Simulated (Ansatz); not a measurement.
# CdTe (F-43m): a many-body input that goes wrong, and its mend

A first try at the G0W0 gap of CdTe (F-43m), what the program said, and an input that works.

Program: Ansatz 0.2.0. Level of theory: G0W0 on PBE, plane waves, PAW. Results are calculated unless marked as measured.

## Step 1: The starting structure

It takes space group F-43m (No. 216, cubic). The conventional cell has a = 6.480 Å, b = 6.480 Å, c = 6.480 Å, α = 90.00°, β = 90.00°, γ = 90.00°. Nearest to Cd lie 4 Te at 2.81 Å. Te has 4 Cd at 2.81 Å nearest. Farther neighbours and most contacts between anions are not listed.

The cell and positions come from the Crystallography Open Database and are kept as given unless a step says otherwise. Spin-orbit coupling is left out unless a step names it. The default PAW set here is soft_2. Its files were made with PBE.

## Step 2: First try

input.yaml reads:

```yaml
crystal:
  lattice:
    - [0.0, 3.24, 3.24]
    - [3.24, 0.0, 3.24]
    - [3.24, 3.24, 0.0]
  atoms:
    - { symbol: Cd, position: [0.0, 0.0, 0.0] }
    - { symbol: Te, position: [0.25, 0.25, 0.25] }
kpoints:
  mp_grid: { grid: [4, 4, 4] }
hamiltonian:
  xc: pbe
scf:
  occupations: { method: fixed }
gw:
  n_empty_bands: 110
  ecut_chi: 10
  qp_bands: [v2, c2]
  qp_kpoints: band_edges
  screening: { model: contour_deformation }
```

Command:

```sh
ansatz run input.yaml --threads 3 --pin off --max-ram 92160MiB --backend cuda --events-out ev --progress --plain --runs-dir out --devices 1 --max-vram 13GiB
```

Numbers of over 12 decimals in the logs are rounded to 6 here.

Log:

```text
GPUs: using 1 of 1 available (devices: 1).
Engine: ansatz 0.2.0, x86_64-unknown-linux-gnu
Pseudopotentials: kind: paw
Pseudopotential: Cd, paw, valence charge 20, recommended cutoff 420 eV (normal), Cd.paw.azcp
Pseudopotential: Te, paw, valence charge 16, recommended cutoff 420 eV (normal), Te.paw.azcp
Functional definition: PBE
  parameter kappa = 0.804
  parameter beta = 0.066725
  exchange = pbe_x(kappa = kappa, mu = beta*pi^2/3)
  correlation = pbe_c(beta = beta)
device memory: the entry about to start is reckoned to put 1.1 GiB on a device that reports 56.6 GiB free (of which the cap on the GPU budget leaves the run 13.0 GiB)
GPU FFT provider: cuFFT
GPU libraries: cuBLAS 13.8.2, cuFFT 12.4.0, cuSOLVER 12.3.4
Crystal: 2 atoms, lattice volume = 68.024 Å³
Basis set: ecut = 420 eV, 1363 PW (Γ)
Bands: 22, of which v1, the nominal top of the filled ones, is band 18 counted from 1 (17 counted from 0)
Symmetry: 24 space group operations
Space group: F-43m (ITA 216), of the structure as read, at distance tolerance 4.1e-5 Å
k-points: 8 of 64 (time reversal used)
Non-local potential: Cd, projectors of the file, l = 0: 3, l = 1: 2, l = 2: 2, l = 3: 1
Non-local potential: Te, projectors of the file, l = 0: 2, l = 1: 2, l = 2: 2, l = 3: 2
PAW form: soft (Blöchl's): semilocal exchange-correlation on the pseudo side does not see the compensation charge
PAW one-centre angular grid: Cd, 590 points (default); XC on 64 Gauss nodes
PAW one-centre angular grid: Te, 590 points (default); XC on 64 Gauss nodes
Initial density: superposition of atomic densities (neutral atoms: chi_scale 0, normalization atom), corrected by the library's trained network
Initial wavefunctions: pseudopotential atomic-orbital guess
GPU buffer pool allocated for 32768 grid points (all kernels)
GPU transforms: local potential and band sums: pruned to the plane-wave sphere, on 30×32×32
Functional: x = pbe(κ = 0.804, μ = 0.219515), c = pbe(β = 0.066725)
SCF iter   1: F=—  HF=-15235.242811 eV  |F-HF|=—  |Δ(HF+E_count)|=         —  Δρ=6.83e-4  dr2=5.87e-4  ethr=1.77e-3  ⟨swp⟩=4.9  Hψ=686  notcnv=0  defer=14
preconditioner: auto → none  [insulator: Δε(μ)=0.753 eV  Ē_g=11.373 eV  n_scr=14 (ndim 8)  ℏωp=19.1 eV  f_vac=0.191  ε∞_Penn≈3.8]
SCF iter   2: F=—  HF=-15235.242897 eV  |F-HF|=—  |Δ(HF+E_count)|=   8.62e-5  Δρ=3.05e-4  dr2=5.50e-5  ethr=1.63e-6  ⟨swp⟩=4.1  Hψ=497  notcnv=0  defer=12
SCF iter   3: F=—  HF=-15235.242932 eV  |F-HF|=—  |Δ(HF+E_count)|=   3.45e-5  Δρ=1.04e-4  dr2=5.48e-6  ethr=1.53e-7  ⟨swp⟩=2.0  Hψ=320  notcnv=0  defer=12
SCF iter   4: F=—  HF=-15235.242954 eV  |F-HF|=—  |Δ(HF+E_count)|=   2.25e-5  Δρ=4.29e-5  dr2=9.66e-7  ethr=1.52e-8  ⟨swp⟩=2.0  Hψ=253  notcnv=0  defer=14
iter 5 did not close the SCF: its close was put off for the readings that it lacked (scf_convergence_deferred on its scf_iter line)
SCF iter   5: F=-15235.242962 eV  HF=-15235.242962 eV  |F-HF|=4.22e-7  |Δ(HF+E_count)|=   8.02e-6  Δρ=9.16e-6  dr2=4.61e-8  ethr=2.68e-9  ⟨swp⟩=2.0  Hψ=251  notcnv=0  defer=16
SCF iter   6: F=-15235.242963 eV  HF=-15235.242963 eV  |F-HF|=3.50e-9  |Δ(HF+E_count)|=   4.90e-7  Δρ=1.06e-6  dr2=1.16e-9  ethr=1.28e-10  ⟨swp⟩=4.6  Hψ=689  notcnv=0
SCF 1 converged in 6 iterations: F = -15235.242963 eV  dr2 = 1.16e-9
[...]
device memory: the entry about to start is reckoned to put 1.6 GiB on a device that reports 55.1 GiB free (of which the cap on the GPU budget leaves the run 13.0 GiB)
NSCF: frozen V_eff on 8 k-points
[...]
device memory: the entry about to start is reckoned to put 3.1 GiB on a device that reports 60.6 GiB free (of which the cap on the GPU budget leaves the run 13.0 GiB)
NSCF: frozen V_eff on 8 k-points
G₀W₀ screening: q 1/8
[... further progress lines ...]
device memory: the entry about to start is reckoned to put 0.4 GiB on a device that reports 62.9 GiB free (of which the cap on the GPU budget leaves the run 13.0 GiB)
NSCF: frozen V_eff on 1 k-points
SCF converged after 6 iterations
Free energy (F): -15235.242963 eV
Harris-Foulkes:  -15235.242963 eV  (|F-HF|=3.50e-9)
Internal energy: -15235.242963 eV  (E = F + TS)
E sigma→0 (E₀):  -15235.242963 eV
Fermi energy:    7.493305 eV
--- Per-component energies (eV) ---
  E_band       = -788.927521
  E_kinetic    = 685.965725
  E_local      = -5419.153341  (includes V_loc(G=0)·N_el)
  E_nonlocal   = -276.664330
  E_hartree    = 2733.827812
  E_xc         = -301.206715
  E_vxc        = -326.025417  (∫ρ·V_xc dr)
  E_paw        = -8745.987678  (= ΣΔE_a)
  E_vpaw       = -920.707399  (= ΣTr[D̂ρ^β])
  E_aug_tail   = -0.000149  (compensation charges beyond the density's cutoff)
  E_ewald      = -3912.024287
  E_smearing   = -0.000000  (= −TS)
  E_closure    = 0.000000  (closes the sum)
  Σ components = -15235.242963   (vs F -15235.242963, Δ=0.00e0)
--- Band table (eV; the first three rows and the last of 8) ---
  k-point 0: bands = [... 14 lower, -0.5564, 7.4933, 7.4933, 7.4933, 8.2549, 12.0932, 12.0932, 12.0932]
  k-point 1: bands = [... 14 lower, -0.5568, 4.7640, 7.0639, 7.0639, 9.4755, 12.6447, 12.6447, 12.8540]
  k-point 2: bands = [... 14 lower, -0.1996, 3.0635, 6.7169, 6.7169, 9.3049, 12.6857, 12.6857, 14.5530]
  k-point 7: bands = [... 14 lower, 0.0230, 3.3010, 5.1687, 5.2940, 11.7422, 12.1727, 13.0480, 13.8033]
--- G₀W₀: contour deformation, 7 samples at zero and on the imaginary axis and 2 off it, 64 q-points, 110 empty bands' worth ---
  eigenvalues of the whole cell's RPA ε∞ on this k-mesh (on a slab, of 1 + 4πα/V) = 27.3326, 27.3326, 27.3326; static W/v taken at q = 0 is 0.036586
  gw.qp_kpoints: band_edges: 5 of 8 stored k-points solved, in 1 pass; an edge of the gap read off the rows below is read off those points alone
    valence top: of the k-points left out ik 5 came nearest to being solved in a further pass, in band 18 (counted from 1, as in the quasiparticle table): it holds the edge there only if its correction is more favourable than any solved in that band by at least 0.807 eV; those differ by 0.141 eV
    conduction bottom: of the k-points left out ik 4 came nearest to being solved in a further pass, in band 19 (counted from 1, as in the quasiparticle table): it holds the edge there only if its correction is more favourable than any solved in that band by at least 1.517 eV; those differ by 0.686 eV
    ik  band        ε_KS         Σx   Σc(E_QP)       V_xc       Z   E_QP_lin       E_QP  E_QP is
     0    17      7.4933   -17.9153     2.1132   -15.8818  0.7746     7.5727     7.5730  root
     0    18      7.4933   -17.9153     2.1132   -15.8818  0.7746     7.5727     7.5730  root
     0    19      8.2549    -9.3458    -3.1287   -13.3112  0.7842     9.1451     9.0916  root
     0    20     12.0932    -6.6148    -3.5710   -10.8472  0.7646    12.8049    12.7546  root
     1    17      7.0639   -17.2942     2.2090   -15.1350  0.7703     7.1136     7.1137  root
     1    18      7.0639   -17.2942     2.2090   -15.1350  0.7703     7.1136     7.1137  root
     1    19      9.4755    -8.7018    -3.1922   -12.6953  0.7791    10.3301    10.2767  root
     1    20     12.6447    -6.7352    -3.7238   -11.1138  0.7616    13.3477    13.2995  root
     2    17      6.7169   -16.9106     2.3287   -14.6120  0.7660     6.7470     6.7470  root
     2    18      6.7169   -16.9106     2.3287   -14.6120  0.7660     6.7470     6.7470  root
     2    19      9.3049    -8.3643    -3.2242   -12.3052  0.7807    10.0964    10.0215  root
     2    20     12.6857    -6.5003    -3.7292   -10.7698  0.7585    13.2508    13.2260  root
     3    17      6.4056   -16.4565     2.3544   -14.0845  0.7618     6.3880     6.3880  root
     3    18      6.4056   -16.4565     2.3544   -14.0845  0.7618     6.3880     6.3880  root
     3    19     10.4297    -8.8765    -3.3059   -12.9953  0.7731    11.2964    11.2426  root
     3    20     10.8230    -6.4731    -3.4045   -10.2715  0.7759    11.2267    11.2169  root
     6    17      5.6269   -15.6794     2.6301   -12.9877  0.7489     5.5650     5.5653  root
     6    18      5.6269   -15.6794     2.6301   -12.9877  0.7489     5.5650     5.5653  root
     6    19     10.0947    -5.9079    -3.3145    -9.3728  0.7807    10.2462    10.2451  root
     6    20     10.1631    -8.0919    -3.2612   -11.9388  0.7769    10.7793    10.7488  root
```

Run time: 11 s. Hardware: 1 × NVIDIA H100 80GB HBM3 (shared by 6 runs) with 3 threads of AMD EPYC 7R13 (Zen 3), shared host; peak memory 1.1 GiB; 8.1 s of CPU time.

In the SCF lines HF is the Harris–Foulkes energy and dr2 the Hartree energy of the density residual, in eV; the loop may stop once dr2 is under the threshold and the program's other checks hold. Hψ counts applications of the Hamiltonian.

**Diagnosis.**

The run ended normally, though the input holds a fault or crude settings.

The fault: screening cutoff of 10 eV. Nearly all local fields and short-range correlation are left out.

It printed a gap of 1.52 eV, which is an artefact of the settings.

## Step 3: A better input

G0W0 replaces the xc potential by the self-energy, built once from these orbitals. Only a window of levels is corrected, while the sums run over the empty bands that the input names.

input.yaml, as its differences from that of step 2:

```diff
@@ -15,4 +15,4 @@
 gw:
-  n_empty_bands: 110
-  ecut_chi: 10
+  n_empty_bands: 203
+  ecut_chi: 120
   qp_bands: [v2, c2]
```

Log:

```text
GPUs: using 1 of 1 available (devices: 1).
[...]
GPU FFT provider: cuFFT
GPU libraries: cuBLAS 13.8.2, cuFFT 12.4.0, cuSOLVER 12.3.4
Crystal: 2 atoms, lattice volume = 68.024 Å³
Basis set: ecut = 420 eV, 1363 PW (Γ)
Bands: 22, of which v1, the nominal top of the filled ones, is band 18 counted from 1 (17 counted from 0)
Symmetry: 24 space group operations
[...]
k-points: 8 of 64 (time reversal used)
[...]
GPU buffer pool allocated for 32768 grid points (all kernels)
[...]
SCF iter   1: F=—  HF=-15235.242811 eV  |F-HF|=—  |Δ(HF+E_count)|=         —  Δρ=6.83e-4  dr2=5.87e-4  ethr=1.77e-3  ⟨swp⟩=4.9  Hψ=686  notcnv=0  defer=14
[...]
SCF iter   6: F=-15235.242963 eV  HF=-15235.242963 eV  |F-HF|=3.50e-9  |Δ(HF+E_count)|=   4.90e-7  Δρ=1.06e-6  dr2=1.16e-9  ethr=1.28e-10  ⟨swp⟩=4.6  Hψ=689  notcnv=0
SCF 1 converged in 6 iterations: F = -15235.242963 eV  dr2 = 1.16e-9
[...]
0    17      7.4933   -17.9153     1.5163   -15.8818  0.7367     6.9557     6.9761  root
     0    18      7.4933   -17.9153     1.5163   -15.8818  0.7367     6.9557     6.9761  root
     0    19      8.2549    -9.3458    -3.8728   -13.3112  0.7586     8.3479     8.3475  root
     0    20     12.0932    -6.6148    -4.1721   -10.8472  0.7406    12.1536    12.1533  root
     1    17      7.0639   -17.2942     1.6110   -15.1350  0.7335     6.4912     6.5157  root
     1    18      7.0639   -17.2942     1.6110   -15.1350  0.7335     6.4912     6.5157  root
     1    19      9.4755    -8.7018    -3.9077   -12.6953  0.7527     9.5616     9.5613  root
     1    20     12.6447    -6.7352    -4.3086   -11.1138  0.7353    12.7150    12.7148  root
[...]
6    17      5.6269   -15.6794     2.0644   -12.9877  0.7148     4.9584     4.9995  root
     6    18      5.6269   -15.6794     2.0644   -12.9877  0.7148     4.9584     4.9995  root
     6    19     10.0947    -5.9079    -3.6163    -9.3728  0.7623     9.9444     9.9433  root
     6    20     10.1631    -8.0919    -3.8108   -11.9388  0.7517    10.1993    10.1992  root
[key lines of the parts left out:]
SCF converged after 6 iterations
Free energy (F): -15235.242963 eV
Fermi energy:    7.493305 eV
```

Elapsed: 19 s, on 1 × NVIDIA H100 80GB HBM3 (shared by 6 runs) with 3 threads; peak memory 1.2 GiB.

This step gave:

* bands summed: 221
* RPA ε∞ on this mesh (eigenvalues): 26.12, 26.12, 26.12
* plane waves in the screening matrix: 181
* q-points in the mesh: 64
* G0W0 gap on the mesh: 1.371 eV
* k of the valence top: 0, 0, 0
* k of the conduction bottom: 0, 0, 0
* starting gap on the mesh: 0.7616 eV
* Z at the valence top: 0.7367
* Z at the conduction bottom: 0.7586
* least direct G0W0 gap on the computed points: 1.371 eV

The gap on the mesh goes from 0.76 eV to 1.37 eV, a correction of +0.61 eV. Between the two edge states, bare exchange in place of the xc potential would open the gap by 6.00 eV, and correlation takes back 5.39 eV.

## Step 4: Results

- first try: converged after 11 s
- better run: G0W0 gap on the mesh 1.37 eV (4×4×4 mesh, 203 empty bands, screening to 120 eV)

**Reading.** The second run differs in: empty bands and screening cutoff (eV). Bands and cutoff are finite, so the gap is not at the basis limit. The miss can reach some tenths of an eV and take either sign; the mesh is an error of its own. The 4×4×4 mesh is coarse for this cell (its supercell is 18 Å along the shortest edge). The RPA ε∞ on it, from the PBE start, is 26.12; such meshes misread the long-range screening, most where the gap is narrow. The RPA ε∞ on this mesh reaches over 25; with a narrow direct gap a coarse mesh can overstate it, and the correction is then too small. The many-body steps are scalar-relativistic: spin-orbit coupling is not in them.

[Paths, hosts, dates, memory and timing lines, banners, echoed tables and standing remarks are left out of the program output.]

[Logs are printed without paths, hosts, clocks, repeated set-up lines and the standing remarks that a program may print on its own settings, such as how far it seeks lower states.]

[Runs of the session that timed out or met a known fault of the program may be left out.]

[Cells called generated may have been cut or substituted from an entry of the Crystallography Open Database or the Materials Project.]

[Hosts, paths, dates, database ids (printed as entryN), source tags and the programs' standing remarks are cut or masked in the printed files.]
